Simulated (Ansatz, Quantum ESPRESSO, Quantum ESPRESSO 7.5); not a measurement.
**Conductance against width: vacuum gaps between two Al(111) faces**

How fast does transmission decay with width? The series: vacuum gaps between two Al(111) faces.

Calculated with Quantum ESPRESSO 7.5; plane-wave DFT, PBEsol, GBRV ultrasoft pseudopotentials (cross-check by Ansatz 0.2.0 with PAW datasets).

## 1. Starting point

The cell holds 18 atoms: 18 Al. Its edges and angles: a = 2.857 Å, b = 2.857 Å, c = 43.652 Å, α = 90.0°, β = 90.0°, γ = 60.0°. It derives from Al. Regions: left lead, 9 atoms (9 Al); right lead, 9 atoms (9 Al). The structure is stacked, and the current runs, along c.

## 2. Ground state, 4 Å

One periodic cell holds a lead period, the junction and more lead; the atoms stay as built.

File j0.scf.in:

```
&control
  prefix = 'j0.scf'
  outdir = './out'
  pseudo_dir = './pseudo'
  calculation = 'scf'
  tprnfor = .true.
/
&system
  ibrav = 0
  nat = 18
  ntyp = 1
  ecutwfc = 40
  ecutrho = 200
  occupations = 'smearing'
  smearing = 'mv'
  degauss = 0.01
/
&electrons
  conv_thr = 1e-07
  mixing_beta = 0.25
  electron_maxstep = 120
  mixing_mode = 'local-TF'
/
ATOMIC_SPECIES
  Al  26.9815  al_pbesol_v1.uspp.F.UPF
CELL_PARAMETERS angstrom
  2.85671139599365 0.00000000000000 0.00000000000000
  1.42835569799683 2.47398464021101 0.00000000000000
  0.00000000000000 0.00000000000000 43.65241648794350
ATOMIC_POSITIONS crystal
  Al  0.000000000000 0.000000000000 0.000000000000
  Al  0.333333333000 0.333333333000 0.053433355475
  Al  0.666666667000 0.666666667000 0.106866710949
  Al  0.000000000000 0.000000000000 0.160300066424
  Al  0.333333333000 0.333333333000 0.213733421898
  Al  0.666666667000 0.666666667000 0.267166777373
  Al  0.000000000000 0.000000000000 0.320600132848
  Al  0.333333333000 0.333333333000 0.374033488322
  Al  0.666666667000 0.666666667000 0.427466843797
  Al  0.000000000000 0.000000000000 0.519099800728
  Al  0.333333333000 0.333333333000 0.572533156203
  Al  0.666666667000 0.666666667000 0.625966511678
  Al  0.000000000000 0.000000000000 0.679399867152
  Al  0.333333333000 0.333333333000 0.732833222627
  Al  0.666666667000 0.666666667000 0.786266578102
  Al  0.000000000000 0.000000000000 0.839699933576
  Al  0.333333333000 0.333333333000 0.893133289051
  Al  0.666666667000 0.666666667000 0.946566644525
K_POINTS automatic
  10 10 1 0 0 0
```

Run with:

```console
> OMP_NUM_THREADS=1 mpirun -n 4 pw.x -nk 4 -in j0.scf.in > j0.scf.out
```

The log of the run:

```text
Program PWSCF v.7.5 starts
[citation notice left out]

     Parallel version (MPI & OpenMP), running on       4 processor cores
     Number of MPI processes:                 4
     Threads/MPI process:                     1

     MPI processes distributed on     1 nodes
[...]
Current dimensions of program PWSCF are:
     Max number of different atomic species (ntypx) = 10
     Max number of k-points (npk) =  40000
     Max angular momentum in pseudopotentials (lmaxx) =  4
     Message from routine setup:
     using ibrav=0 with symmetry is DISCOURAGED, use correct ibrav instead

     K-points division:     npool     =       4
     Subspace diagonalization in iterative solution of the eigenvalue problem:
     a serial algorithm will be used

     G-vector sticks info
     --------------------
     sticks:   dense  smooth     PW     G-vecs:    dense   smooth      PW
     Sum         397     313    109                99095    71025   12957

     Using Slab Decomposition

     bravais-lattice index     =            0
     lattice parameter (alat)  =       5.3984  a.u.
     unit-cell volume          =    2081.9402 (a.u.)^3
     number of atoms/cell      =           18
     number of atomic types    =            1
     number of electrons       =        54.00
     number of Kohn-Sham states=           32
     kinetic-energy cutoff     =      40.0000  Ry
     charge density cutoff     =     200.0000  Ry
     scf convergence threshold =      1.0E-07
     mixing beta               =       0.2500
     number of iterations used =            8  local-TF  mixing
     Exchange-correlation= SLA  PW   PSX  PSC
                           (   1   4  10   8   0   0   0)

     celldm(1)=   5.398402  celldm(2)=   0.000000  celldm(3)=   0.000000
     celldm(4)=   0.000000  celldm(5)=   0.000000  celldm(6)=   0.000000

     crystal axes: (cart. coord. in units of alat)
               a(1) = (   1.000000   0.000000   0.000000 )
               a(2) = (   0.500000   0.866025   0.000000 )
               a(3) = (   0.000000   0.000000  15.280653 )

     reciprocal axes: (cart. coord. in units 2 pi/alat)
               b(1) = (  1.000000 -0.577350  0.000000 )
               b(2) = (  0.000000  1.154701  0.000000 )
               b(3) = (  0.000000  0.000000  0.065442 )

     PseudoPot. # 1 for Al read from file:
     ./pseudo/al_pbesol_v1.uspp.F.UPF
     Pseudo is Ultrasoft + core correction, Zval =  3.0
     Generated by new atomic code, or converted to UPF format
     Using radial grid of  893 points,  3 beta functions with:
                l(1) =   0
                l(2) =   1
                l(3) =   2
     Q(r) pseudized with  8 coefficients,  rinner =    0.900   0.900   0.900
                                                       0.900   0.900

     atomic species   valence    mass     pseudopotential
     Al                3.00    26.98150     Al( 1.00)

      6 Sym. Ops. (no inversion) found

   Cartesian axes

     site n.     atom                  positions (alat units)
         1        Al     tau(   1) = (   0.0000000   0.0000000   0.0000000  )
         2        Al     tau(   2) = (   0.5000000   0.2886751   0.8164966  )
         3        Al     tau(   3) = (   1.0000000   0.5773503   1.6329932  )
         4        Al     tau(   4) = (   0.0000000   0.0000000   2.4494897  )
         5        Al     tau(   5) = (   0.5000000   0.2886751   3.2659863  )
         6        Al     tau(   6) = (   1.0000000   0.5773503   4.0824829  )
         7        Al     tau(   7) = (   0.0000000   0.0000000   4.8989795  )
         8        Al     tau(   8) = (   0.5000000   0.2886751   5.7154761  )
         9        Al     tau(   9) = (   1.0000000   0.5773503   6.5319726  )
        10        Al     tau(  10) = (   0.0000000   0.0000000   7.9321841  )
        11        Al     tau(  11) = (   0.5000000   0.2886751   8.7486807  )
        12        Al     tau(  12) = (   1.0000000   0.5773503   9.5651773  )
        13        Al     tau(  13) = (   0.0000000   0.0000000  10.3816738  )
        14        Al     tau(  14) = (   0.5000000   0.2886751  11.1981704  )
        15        Al     tau(  15) = (   1.0000000   0.5773503  12.0146670  )
        16        Al     tau(  16) = (   0.0000000   0.0000000  12.8311636  )
        17        Al     tau(  17) = (   0.5000000   0.2886751  13.6476602  )
        18        Al     tau(  18) = (   1.0000000   0.5773503  14.4641567  )

     number of k points=    14  Marzari-Vanderbilt smearing, width (Ry)=  0.0100
                       cart. coord. in units 2pi/alat
        k(    1) = (   0.0000000   0.0000000   0.0000000), wk =   0.0200000
        k(    2) = (   0.0000000   0.1154701   0.0000000), wk =   0.1200000
        k(    3) = (   0.0000000   0.2309401   0.0000000), wk =   0.1200000
        k(    4) = (   0.0000000   0.3464102   0.0000000), wk =   0.1200000
        k(    5) = (   0.0000000   0.4618802   0.0000000), wk =   0.1200000
        k(    6) = (   0.0000000  -0.5773503   0.0000000), wk =   0.0600000
        k(    7) = (   0.1000000   0.1732051   0.0000000), wk =   0.1200000
        k(    8) = (   0.1000000   0.2886751   0.0000000), wk =   0.2400000
        k(    9) = (   0.1000000   0.4041452   0.0000000), wk =   0.2400000
        k(   10) = (   0.1000000  -0.6350853   0.0000000), wk =   0.2400000
[...]
k(   14) = (   0.3000000  -0.6350853   0.0000000), wk =   0.1200000

     Dense  grid:    99095 G-vectors     FFT dimensions: (  25,  25, 375)

     Smooth grid:    71025 G-vectors     FFT dimensions: (  24,  24, 360)

     Estimated max dynamical RAM per process >     144.22 MB

     Estimated total dynamical RAM >     504.29 MB

     Initial potential from superposition of free atoms

     starting charge      53.9576, renormalised to      54.0000
     Starting wfcs are   72 randomized atomic wfcs

     total cpu time spent up to now is        2.6 secs

     per-process dynamical memory:   108.0 Mb

     Self-consistent Calculation

     iteration #  1     ecut=    40.00 Ry     beta= 0.25
     Davidson diagonalization with overlap
     ethr =  1.00E-02,  avg # of iterations =  3.1

     total cpu time spent up to now is        6.4 secs

     total energy              =    -119.89122457 Ry
     estimated scf accuracy    <       1.24187397 Ry

     iteration #  2     ecut=    40.00 Ry     beta= 0.25
[...]
negative rho (up, down):  7.806E-04 0.000E+00

[...]
total energy              =    -119.82536223 Ry
     estimated scf accuracy    <       0.93785506 Ry

[...]
total energy              =    -119.87433229 Ry
     estimated scf accuracy    <       0.00334810 Ry

     iteration #  8     ecut=    40.00 Ry     beta= 0.25
[...]
total energy              =    -119.87472579 Ry
     estimated scf accuracy    <       0.00154266 Ry

     iteration #  9     ecut=    40.00 Ry     beta= 0.25
[...]
total energy              =    -119.87473203 Ry
     estimated scf accuracy    <       0.00155269 Ry

     iteration # 10     ecut=    40.00 Ry     beta= 0.25
[...]
total energy              =    -119.87466350 Ry
     estimated scf accuracy    <       0.00179809 Ry

     iteration # 11     ecut=    40.00 Ry     beta= 0.25
[...]
total energy              =    -119.87474349 Ry
     estimated scf accuracy    <       0.00679477 Ry

     iteration # 12     ecut=    40.00 Ry     beta= 0.25
[...]
total energy              =    -119.87472921 Ry
     estimated scf accuracy    <       0.00329935 Ry

[... 26 further iterations ...]
     iteration # 39     ecut=    40.00 Ry     beta= 0.25
[...]
total energy              =    -119.87473446 Ry
     estimated scf accuracy    <       0.00000423 Ry

     iteration # 40     ecut=    40.00 Ry     beta= 0.25
[...]
total energy              =    -119.87473444 Ry
     estimated scf accuracy    <       0.00000478 Ry

     iteration # 41     ecut=    40.00 Ry     beta= 0.25
[...]
total energy              =    -119.87473445 Ry
     estimated scf accuracy    <       0.00000667 Ry

     iteration # 42     ecut=    40.00 Ry     beta= 0.25
[...]
total energy              =    -119.87473444 Ry
     estimated scf accuracy    <       0.00000612 Ry

     iteration # 43     ecut=    40.00 Ry     beta= 0.25
[...]
total energy              =    -119.87473426 Ry
     estimated scf accuracy    <       0.00000762 Ry

     iteration # 44     ecut=    40.00 Ry     beta= 0.25
[...]
total energy              =    -119.87473437 Ry
     estimated scf accuracy    <       0.00000107 Ry

     iteration # 45     ecut=    40.00 Ry     beta= 0.25
[...]
total energy              =    -119.87473442 Ry
     estimated scf accuracy    <       0.00000011 Ry

     iteration # 46     ecut=    40.00 Ry     beta= 0.25
[...]
total energy              =    -119.87473440 Ry
     estimated scf accuracy    <       0.00000083 Ry

     iteration # 47     ecut=    40.00 Ry     beta= 0.25
[...]
total energy              =    -119.87473442 Ry
     estimated scf accuracy    <       0.00000027 Ry

     iteration # 48     ecut=    40.00 Ry     beta= 0.25
[...]
End of self-consistent calculation

          k = 0.0000 0.0000 0.0000 (  9071 PWs)   bands (ev):

    -3.7389  -3.6763  -3.5774  -3.4307  -3.2607  -3.0284  -2.7783  -2.4673
    -2.1575  -1.7514  -1.3836  -0.8819  -0.4577   0.1485   0.6018   1.3173
     1.7974   2.7059   2.9856   4.0438   4.5121   5.6338   6.0491   7.3418
     7.6933   9.1687   9.4479  11.1055  11.3152  13.1406  13.2901  15.2532

          k = 0.0000 0.1155 0.0000 (  9029 PWs)   bands (ev):

    -3.4972  -3.4347  -3.3359  -3.1894  -3.0196  -2.7877  -2.5379  -2.2274
    -1.9180  -1.5125  -1.1452  -0.6443  -0.2206   0.3844   0.8373   1.5513
     2.0311   2.9401   3.2133   4.2715   4.7400   5.8574   6.2729   7.5593
     7.9108   9.3764   9.6553  11.2945  11.5042  13.2799  13.4410  14.8702

          k = 0.0000 0.2309 0.0000 (  8959 PWs)   bands (ev):

    -2.7742  -2.7119  -2.6136  -2.4677  -2.2986  -2.0677  -1.8189  -1.5099
    -1.2017  -0.7983  -0.4324   0.0658   0.4879   1.0893   1.5407   2.2498
     2.7283   3.6362   3.8944   4.9485   5.4158   6.5160   6.9294   8.1800
     8.5304   9.8565  10.1950  10.9748  11.3364  11.4084  11.4988  11.5847

          k = 0.0000 0.3464 0.0000 (  8908 PWs)   bands (ev):

    -1.5763  -1.5144  -1.4168  -1.2720  -1.1042  -0.8752  -0.6281  -0.3217
    -0.0157   0.3839   0.7471   1.2400   1.6591   2.2530   2.7008   3.3983
     3.8723   4.7578   5.0162   6.0129   6.4626   7.2216   7.5502   7.7112
     7.8447   8.0264   8.3212   8.4878   8.6608   8.7239   8.9940   9.2671

          k = 0.0000 0.4619 0.0000 (  8828 PWs)   bands (ev):

     0.0854   0.1465   0.2430   0.3860   0.5518   0.7778   1.0219   1.3235
     1.6254   2.0177   2.3750   2.8556   3.2644   3.8306   4.2503   4.7357
     4.7823   4.8013   4.9317   4.9638   5.1112   5.2018   5.4199   5.7089
     6.0965   6.4461   6.6117   6.7319   6.8868   7.1058   7.5408   7.7854

          k = 0.0000-0.5774 0.0000 (  8800 PWs)   bands (ev):

     2.1913   2.1914   2.2500   2.2515   2.3433   2.3455   2.4810   2.4831
     2.6388   2.6399   2.8181   2.9122   3.0941   3.1505   3.3876   3.4196
     3.6699   3.7099   4.0318   4.0509   4.3396   4.3501   4.6894   5.0776
     5.3888   5.7983   6.0683   6.1366   6.5042   6.5671   7.1538   7.1716

[...]
the Fermi energy is     7.5951 ev

!    total energy              =    -119.87473441 Ry
     estimated scf accuracy    <       0.00000002 Ry
     smearing contrib. (-TS)   =      -0.00144006 Ry
     internal energy E=F+TS    =    -119.87329435 Ry

     The total energy is F=E-TS. E is the sum of the following terms:
     one-electron contribution =      23.84310348 Ry
     hartree contribution      =      14.22206576 Ry
     xc contribution           =     -76.37195665 Ry
     ewald contribution        =     -81.56650694 Ry

     convergence has been achieved in  48 iterations

     Forces acting on atoms (cartesian axes, Ry/au):

     atom    1 type  1   force =     0.00000000    0.00000000    0.00150435
     atom    2 type  1   force =     0.00000000    0.00000000    0.00148128
     atom    3 type  1   force =     0.00000000    0.00000000   -0.00004685
     atom    4 type  1   force =     0.00000000    0.00000000   -0.00179745
     atom    5 type  1   force =     0.00000000    0.00000000    0.00091972
     atom    6 type  1   force =     0.00000000    0.00000000    0.00060806
     atom    7 type  1   force =     0.00000000    0.00000000   -0.00097220
     atom    8 type  1   force =     0.00000000    0.00000000   -0.00008928
     atom    9 type  1   force =     0.00000000    0.00000000    0.00988148
     atom   10 type  1   force =     0.00000000    0.00000000   -0.00988493
     atom   11 type  1   force =     0.00000000    0.00000000    0.00008517
     atom   12 type  1   force =     0.00000000    0.00000000    0.00097288
     atom   13 type  1   force =     0.00000000    0.00000000   -0.00060743
     atom   14 type  1   force =     0.00000000    0.00000000   -0.00091768
     atom   15 type  1   force =     0.00000000    0.00000000    0.00179908
     atom   16 type  1   force =     0.00000000    0.00000000    0.00004407
     atom   17 type  1   force =     0.00000000    0.00000000   -0.00148041
     atom   18 type  1   force =     0.00000000    0.00000000   -0.00149988

     Total force =     0.014665     Total SCF correction =     0.000231

[...]
=------------------------------------------------------------------------------=
   JOB DONE.
=------------------------------------------------------------------------------=
```

It took 2.3 min on 4 MPI ranks of Arm Neoverse V1, shared host; peak memory 0.6 GiB.

This step gave:

- free energy: -1630.9788 eV
- Fermi energy: 7.595 eV

The run needed 48 iterations to bring the estimated error under 1e-07 Ry; the largest force on any atom, held or free, is 0.25 eV/Å.

(Continued in part 2 of 4.)

[Logs are printed without paths, hosts, clocks, repeated set-up lines and the standing remarks that a program may print on its own settings, such as how far it seeks lower states.]

[Hosts, paths, dates, database ids (printed as entryN), source tags and the programs' standing remarks are cut or masked in the printed files.]

[Maps of the electrostatic potential energy from Ansatz leave out the sawtooth potential of an applied field or a dipole correction, so their vacuum need not be flat; planar profiles and work functions include it.]
